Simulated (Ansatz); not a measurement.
# Lattice dynamics of Li2H4Pt (built on the sites of a database entry of Na2H4Pt), part 2 of 3

Wanted: phonon frequencies of Li2H4Pt (built on the sites of a database entry of Na2H4Pt) and what follows from them.

Ansatz 0.2.0; DFT PBEsol, scalar-relativistic, plane waves, PAW.

So far. Step 4 (Tight relaxation): The largest force component left is 0.73 meV/Å and the pressure is -0.004 GPa, within the tolerances set. The cell now holds 9.15 Å³/atom. The relaxed cell has a = 4.737, c = 5.710 Å (conventional setting).

The structure was built from a prototype and need not be the compound's stable phase.

## Step 5: Zone-centre response

The zone centre comes first: it holds the modes that light can see, as far as symmetry allows. The response to a homogeneous field gives the Born charges and the dielectric tensor, and its change with displacement the Raman tensors.

Input file input.yaml:

```yaml
crystal:
  lattice:
    - [-2.3685020354, 2.3685020354, 2.8549408054]
    - [2.3685020354, -2.3685020354, 2.8549408054]
    - [2.3685020354, 2.3685020354, -2.8549408054]
  atoms:
    - { symbol: Li, position: [0.75, 0.25, 0.5] }
    - { symbol: Li, position: [0.25, 0.75, 0.5] }
    - { symbol: H, position: [0.2458503828, 0.2458503828, 0.4917007656] }
    - { symbol: H, position: [0.2458503828, 0.7541496172, 0.0] }
    - { symbol: H, position: [0.7541496172, 0.7541496172, 0.5082992344] }
    - { symbol: H, position: [0.7541496172, 0.2458503828, 0.0] }
    - { symbol: Pt, position: [0.0, 0.0, 0.0] }
kpoints:
  mp_grid: { grid: [8, 8, 8] }
hamiltonian:
  xc: pbesol
scf:
  occupations: { method: fixed }
output:
  eigenvalues: true
phonons:
  method: dfpt
  dielectric: true
  rigid_motions: translations
  raman: true
```

Run with:

```console
ansatz run input.yaml --threads 8 --pin off --max-ram 14336MiB --backend cpu --events-out ev --progress --plain --runs-dir out
```

Numbers of over 12 decimals in the logs are rounded to 6 here.

The program printed:

```text
[...]
Crystal: 7 atoms, lattice volume = 64.063 Å³
Basis set: ecut = 420 eV, 1265 PW (Γ), exchange–correlation on 60×60×60 points (8 copies of the dense FFT grid, shifted against one another)
Bands: 21, of which v1, the nominal top of the filled ones, is band 14 counted from 1 (13 counted from 0)
Symmetry: 16 space group operations
k-points: 260 of 512 (irreducible under 1 space group operation, time reversal used)
[...]
SCF iter   1: F=—  HF=-12855.390342 eV  |F-HF|=—  |Δ(HF+E_count)|=         —  Δρ=5.71e-3  dr2=1.32e-2  ethr=1.77e-3  ⟨swp⟩=4.4  Hψ=20561  notcnv=0  defer=1121
[...]
SCF iter   8: F=-12855.385846 eV  HF=-12855.385846 eV  |F-HF|=5.46e-12  |Δ(HF+E_count)|=  9.09e-12  Δρ=3.79e-8  dr2=4.36e-13  ethr=1.00e-12  ⟨swp⟩=11.5  Hψ=29688  notcnv=0
SCF 1 converged in 8 iterations: F = -12855.385846 eV  dr2 = 4.36e-13
[...]
NSCF: frozen V_eff on 3 k-points
DFPT response loops at Γ: preconditioner auto → none (the input reference at scf.mixing.eps_inf says where Resta's filter doesn't serve); β = 0.50; Broyden in place of MSR1
── the response to a field inside a basis, on 10×10×10 k-points: an SCF that follows is theirs, and a resumed run solves both again ──
Bands: 15, of which v1, the nominal top of the filled ones, is band 14 counted from 1 (13 counted from 0)
k-points: 99
[...]
Eigensolver: Dense (99 Hₖ)
SCF iter   1: F=—  HF=-12855.383501 eV  |F-HF|=—  |Δ(HF+E_count)|=         —  Δρ=2.47e-4  dr2=6.21e-6  ethr=1.00e-1
[...]
SCF iter   5: F=-12855.383509 eV  HF=-12855.383509 eV  |F-HF|=7.28e-11  |Δ(HF+E_count)|=   6.54e-9  Δρ=7.07e-7  dr2=9.96e-11  ethr=4.35e-11
SCF 1 converged in 5 iterations: F = -12855.383509 eV  dr2 = 9.96e-11
[...]
SCF converged after 8 iterations
Free energy (F): -12855.385846 eV
[...]
Internal energy: -12855.385846 eV  (E = F + TS)
E sigma→0 (E₀):  -12855.385846 eV
Fermi energy:    4.298428 eV
[...]
--- Band table (eV; the first three rows and the last of 260) ---
  k-point 0: bands = [... 10 lower, 2.7166, 3.2696, 4.0920, 4.0920, 11.3882, 11.9707, 11.9710, 11.9710, ... 3 higher]
  k-point 1: bands = [... 10 lower, 2.7997, 2.8964, 3.9504, 4.2825, 10.1633, 10.7745, 11.4969, 12.5131, ... 3 higher]
  k-point 2: bands = [... 10 lower, 2.7307, 3.0260, 3.5831, 4.1881, 8.8178, 9.2487, 12.1695, 13.2346, ... 3 higher]
  k-point 259: bands = [... 10 lower, 2.2050, 3.3836, 3.3836, 4.1757, 6.4097, 8.6528, 11.7361, 12.9695, ... 3 higher]
--- Phonons (Γ-DFPT): 6 representative perturbations + reference, on 260 of 512 k-points (Σ response iterations 20) ---
  k mesh reduced under 1 symmetry operation, with k and −k counted as one. Each operation leaves every solved perturbation unchanged. A smaller set is not considered because the run solves the response to a homogeneous field
  ASR residual: 2.149e-5 → 0.000e0 eV/Å²; symmetrization residual: 5.580e-7 eV/Å²
  ASR residual per site (eV/Å²): 1.27e-5 1.27e-5 1.00e-5 1.00e-5 1.00e-5 1.00e-5 2.15e-5
  Γ frequencies (cm⁻¹): 0.00 0.00 0.00 230.14 240.90 240.90 263.74 263.74 346.88 357.63 496.48 496.48 793.62 832.77 849.34 894.43 894.43 1790.93 1790.93 2068.61 2081.27
  ε∞ (high-frequency dielectric tensor):
        5.010468     0.000000    -0.000000
        0.000000     5.010468     0.000000
       -0.000000     0.000000     4.916416
  ε⁰ (static dielectric tensor: ions relaxed, cell fixed):
        9.769958     0.000000     0.000000
        0.000000     9.769958     0.000000
        0.000000     0.000000     9.470141
  ε⁰ − ε∞ (ionic part):
        4.759491     0.000000     0.000000
        0.000000     4.759491     0.000000
        0.000000     0.000000     4.553725
  softest optical mode at Γ: 230.14 cm⁻¹; the repairs (sum rule, projections) moved no ω² at Γ by more than (2.71 cm⁻¹)²
  Born effective charges Z* (e; rows j = field, columns β = displacement):
    site 0:
         1.05323    0.00000    0.00000
         0.00000    1.05323   -0.00000
         0.00000   -0.00000    1.02092
    site 1:
         1.05323    0.00000    0.00000
         0.00000    1.05323    0.00000
        -0.00000   -0.00000    1.02092
    site 2:
        -0.32377   -0.43648    0.00000
        -0.43648   -0.32377   -0.00000
         0.00000   -0.00000   -0.03167
    site 3:
        -0.32377    0.43648    0.00000
         0.43648   -0.32377    0.00000
         0.00000   -0.00000   -0.03167
    site 4:
        -0.32377   -0.43648    0.00000
        -0.43648   -0.32377   -0.00000
        -0.00000   -0.00000   -0.03167
    site 5:
        -0.32377    0.43648    0.00000
         0.43648   -0.32377    0.00000
         0.00000   -0.00000   -0.03167
    site 6:
        -0.81137    0.00000   -0.00000
        -0.00000   -0.81137    0.00000
         0.00000    0.00000   -1.91516
  Z* charge neutrality: 4.224e-3 e pre-enforcement
  solved inside a basis spanned on kpoints, on 10×10×10 k-points transformed towards the longest dipole: ε∞ is read to err by 1.4e-2, Z* by 2.1e-2 e (field_mesh: kpoints solves on kpoints); Z* is corrected for what the basis lacks
  Raman tensors (in the event stream and the table raman_tensors.tsv): an entry may err by 1.5e-1 Å², one of the second-order susceptibility by 1.3e-19 pm/V (basis, points and sum rule); their sum over the sites missed zero by 1.776e-15 Å² ahead of its enforcement
  optical modes at Γ without the LO–TO term, one row a degenerate level:
      ω (cm⁻¹)  modes    IR ((D/Å)²/amu)  static Raman (Å⁴/amu)  depolarisation
        230.14      1             7.2266                 0.0000               —
        240.90      2            15.5688                 0.0000               —
        263.74      2             0.0000                 4.5855           0.750
        346.88      1             0.0000                 4.2519           0.750
        357.63      1             0.0000                 0.0000               —
        496.48      2             0.0000               500.6546           0.750
        793.62      1             0.0000                 0.0000               —
        832.77      1             0.2287                 0.0000               —
        849.34      1             0.0000              2136.5735           0.750
        894.43      2             1.0605                 0.0000               —
       1790.93      2            52.3549                 0.0000               —
       2068.61      1             0.0000               646.7271           0.750
       2081.27      1             0.0000              7177.5617           0.012
  optical modes at Γ + LO–TO along q̂ = [1.0000, 0.0000, 0.0000]:
      ω (cm⁻¹)  modes    IR ((D/Å)²/amu)  static Raman (Å⁴/amu)  depolarisation
        230.14      1             7.2266                 0.0000               —
        240.90      1             7.7844                 0.0000               —
        263.74      2             0.0000                 4.5855           0.750
        326.77      1             6.9046                 0.0000               —
        346.88      1             0.0000                 4.2519           0.750
        357.63      1             0.0000                 0.0000               —
        496.48      2             0.0000               500.6546           0.750
        793.62      1             0.0000                 0.0000               —
        832.77      1             0.2287                 0.0000               —
        849.34      1             0.0000              2136.5735           0.750
        894.43      1             0.5302                 0.0000               —
        896.39      1             0.5269                 0.0000               —
       1790.93      1            26.1774                 0.0000               —
       1839.66      1            27.0606                 0.0000               —
       2068.61      1             0.0000               646.7271           0.750
       2081.27      1             0.0000              7177.5617           0.012
  optical modes at Γ + LO–TO along q̂ = [0.0000, 1.0000, 0.0000]:
      ω (cm⁻¹)  modes    IR ((D/Å)²/amu)  static Raman (Å⁴/amu)  depolarisation
        230.14      1             7.2266                 0.0000               —
        240.90      1             7.7844                 0.0000               —
        263.74      2             0.0000                 4.5855           0.750
        326.77      1             6.9046                 0.0000               —
        346.88      1             0.0000                 4.2519           0.750
        357.63      1             0.0000                 0.0000               —
        496.48      2             0.0000               500.6546           0.750
        793.62      1             0.0000                 0.0000               —
        832.77      1             0.2287                 0.0000               —
        849.34      1             0.0000              2136.5735           0.750
        894.43      1             0.5302                 0.0000               —
        896.39      1             0.5269                 0.0000               —
       1790.93      1            26.1774                 0.0000               —
       1839.66      1            27.0606                 0.0000               —
       2068.61      1             0.0000               646.7271           0.750
       2081.27      1             0.0000              7177.5617           0.012
  optical modes at Γ + LO–TO along q̂ = [0.0000, 0.0000, 1.0000]:
      ω (cm⁻¹)  modes    IR ((D/Å)²/amu)  static Raman (Å⁴/amu)  depolarisation
        240.90      2            15.5688                 0.0000               —
        263.74      2             0.0000                 4.5855           0.750
        319.02      1             7.1874                 0.0000               —
        346.88      1             0.0000                 4.2519           0.750
        357.63      1             0.0000                 0.0000               —
        496.48      2             0.0000               500.6546           0.750
        793.62      1             0.0000                 0.0000               —
        833.78      1             0.2680                 0.0000               —
        849.34      1             0.0000              2136.5735           0.750
        894.43      2             1.0605                 0.0000               —
       1790.93      2            52.3549                 0.0000               —
       2068.61      1             0.0000               646.7271           0.750
       2081.27      1             0.0000              7177.5617           0.012
```

Run time: 96 s. Hardware: 8 threads of Arm Neoverse V2, shared host; peak memory 1.6 GiB; 12 min of CPU time.

Reading the cycles: dr2 is the Hartree energy of the density residual (eV), the measure of convergence; HF is the Harris–Foulkes estimate of the energy, which meets the free energy F at convergence.

Numbers from this step:

- sum-rule residual before enforcement: 2.15e-5 eV/Å²
- miss of the charge sum rule: 0.004224 e
- estimated error of the dielectric tensor: 0.01425
- estimated error of the Born charges: 0.02119 e
- point group: 4/mmm
- highest optical mode at the zone centre (no LO-TO term): 2081 cm⁻¹
- lowest optical zone-centre mode: 230.1 cm⁻¹
- mean high-frequency dielectric constant: 4.979
- largest Born charge (third of the trace): -1.179 e
- mean static dielectric constant: 9.670
- top of the zone-centre spectrum with the field: 2081 cm⁻¹

Without the LO-TO term. Patterns of degenerate modes are one choice out of their space. The modes at Γ (shares of kinetic energy by element, %):

| mode | frequency (cm⁻¹) | symmetry | Li % | H % | Pt % |
| --- | --- | --- | --- | --- | --- |
| 1 | 0.0 | acoustic | 7 | 2 | 92 |
| 2 | 0.0 | acoustic | 7 | 2 | 92 |
| 3 | 0.0 | acoustic | 7 | 2 | 92 |
| 4 | 230.1 | A2u | 93 | 0 | 7 |
| 5 | 240.9 | Eu | 93 | 0 | 7 |
| 6 | 240.9 | Eu | 93 | 0 | 7 |
| 7 | 263.7 | Eg | 99 | 1 | 0 |
| 8 | 263.7 | Eg | 99 | 1 | 0 |
| 9 | 346.9 | B1g | 99 | 1 | 0 |
| 10 | 357.6 | A2g | 0 | 100 | 0 |
| 11 | 496.5 | Eg | 1 | 99 | 0 |
| 12 | 496.5 | Eg | 1 | 99 | 0 |
| 13 | 793.6 | B1u | 0 | 100 | 0 |
| 14 | 832.8 | A2u | 1 | 98 | 1 |
| 15 | 849.3 | B1g | 1 | 99 | 0 |
| 16 | 894.4 | Eu | 1 | 99 | 1 |
| 17 | 894.4 | Eu | 1 | 99 | 1 |
| 18 | 1790.9 | Eu | 0 | 99 | 1 |
| 19 | 1790.9 | Eu | 0 | 99 | 1 |
| 20 | 2068.6 | B2g | 0 | 100 | 0 |
| 21 | 2081.3 | A1g | 0 | 100 | 0 |

Displacements in mode 4 (230.1 cm⁻¹), the largest set to 1:
```
Li1  0.00  0.00  1.00
Li2  0.00  0.00  1.00
H3   0.00  0.00  0.12
H4   0.00  0.00  0.12
H5   0.00  0.00  0.12
H6   0.00  0.00  0.12
Pt7  0.00  0.00 -0.07
```

Displacements in mode 6 (240.9 cm⁻¹), the largest set to 1:
```
Li1 -0.01  1.00  0.00
Li2 -0.01  1.00  0.00
H3  -0.08  0.05  0.00
H4   0.08  0.05  0.00
H5  -0.08  0.05  0.00
H6   0.08  0.05  0.00
Pt7  0.00 -0.07  0.00
```

Optical modes at the zone centre, without and with the macroscopic field of the longitudinal modes; each column is sorted by frequency, so a row need not hold one and the same mode. Modes with and without the field, by row:

```
rank among optical modes  no field (cm⁻¹)  q along (1, 0, 0) (cm⁻¹)  q along (0, 0, 1) (cm⁻¹)
                       1            230.1                     230.1                     240.9
                       2            240.9                     240.9                     240.9
                       3            240.9                     263.7                     263.7
                       4            263.7                     263.7                     263.7
                       5            263.7                     326.8                       319
                       6            346.9                     346.9                     346.9
                       7            357.6                     357.6                     357.6
                       8            496.5                     496.5                     496.5
                       9            496.5                     496.5                     496.5
                      10            793.6                     793.6                     793.6
                      11            832.8                     832.8                     833.8
                      12            849.3                     849.3                     849.3
                      13            894.4                     894.4                     894.4
                      14            894.4                     896.4                     894.4
                      15             1791                      1791                      1791
                      16             1791                      1840                      1791
                      17             2069                      2069                      2069
                      18             2081                      2081                      2081
```

Born charge (rows field, columns displacement) (e), principal values of the symmetric part by kind of site:

```csv
atom,atoms with these values,low,middle,high,mean
Li1,2,1.02,1.05,1.05,1.04
H3,4,-0.76,-0.03,0.11,-0.23
Pt7,1,-1.92,-0.81,-0.81,-1.18
```

In full for Li1:

```
1.05 0.00 0.00
0.00 1.05 0.00
0.00 0.00 1.02
```

High-frequency dielectric tensor:

```
5.01 0.00 0.00
0.00 5.01 0.00
0.00 0.00 4.92
```

Static dielectric tensor (ions relaxed, fixed cell):

```
9.77 0.00 0.00
0.00 9.77 0.00
0.00 0.00 9.47
```

Transverse modes. Infrared lines, with heights relative to the strongest:

```csv
position (cm⁻¹),label,relative intensity
230,A2u,14
241,Eu,30
264,Eg,0.0
347,B1g,0.0
358,A2g,0.0
496,Eg,0.0
794,B1u,0.0
833,A2u,0.4
849,B1g,0.0
894,Eu,2.0
1791,Eu,100
2069,B2g,0.0
2081,A1g,0.0
```

Activity x (w_L - w)^4 (n + 1)/w, 532 nm, 300 K; the tensors are static ones, while 532 nm light lies above the computed direct gap, where resonance would change the heights; modes without the macroscopic field alone. Lines of the Raman spectrum (strongest = 100):

```
position (cm⁻¹)  label  relative intensity
            230    A2u                 0.0
            241     Eu                 0.0
            264     Eg                 1.1
            347    B1g                 0.7
            358    A2g                 0.0
            496     Eg                  46
            794    B1u                 0.0
            833    A2u                 0.0
            849    B1g                  99
            894     Eu                 0.0
           1791     Eu                 0.0
           2069    B2g                 9.1
           2081    A1g                 100
```

Before it was imposed, the acoustic sum rule was missed by 2.1e-5 eV/Å² and the charge sum rule by 0.0042 e. Small misses are needed for a sound result but don't prove that mesh and cutoff are converged. The lowest optical mode is real, 230 cm⁻¹.

(Part 2 of 3 ends here.)

[Logs are printed without paths, hosts, clocks, repeated set-up lines and the standing remarks that a program may print on its own settings, such as how far it seeks lower states.]

[Hosts, paths, dates, database ids (printed as entryN), source tags and the programs' standing remarks are cut or masked in the printed files.]
